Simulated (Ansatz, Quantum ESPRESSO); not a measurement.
# puckered PAs, 1 layer: the energy at a withheld member of a series

Method. Quantum ESPRESSO 7.5, PBE, GBRV ultrasoft. Cell and atoms are first relaxed; each strained cell is then held and the atoms relax in it. A periodic run with 15 Å of vacuum in the starting cell gives the vacuum levels, and bands follow along a path. The series steps biaxial strain. Energies count from the lowest.

```
biaxial strain  energy (eV)
          -4 %       0.1204
          -3 %       0.0661
          -2 %       0.0285
          -1 %       0.0068
           0 %       0.0000
           1 %       0.0069
           2 %       0.0263
           4 %       0.0978
```

To predict: What is the energy at 3 %?

**Fit.** The rows at 2 % and 4 % give a slope of (0.0978 − (0.0263))/(4 − (2)) = 0.03575, so a straight line gives 0.0620 eV. A parabola through these and the row at 1 % gives 0.0566 eV.

**Check.** 0.0569 eV. The line misses by +0.0051 and the parabola by −0.0003 eV. The parabola does better.

Caveats: Semilocal gaps are too small; the 1×1 cell can't ripple over many cells under compression as a free sheet would. No spin-orbit coupling.

[Logs are printed without paths, hosts, clocks, repeated set-up lines and the standing remarks that a program may print on its own settings, such as how far it seeks lower states.]
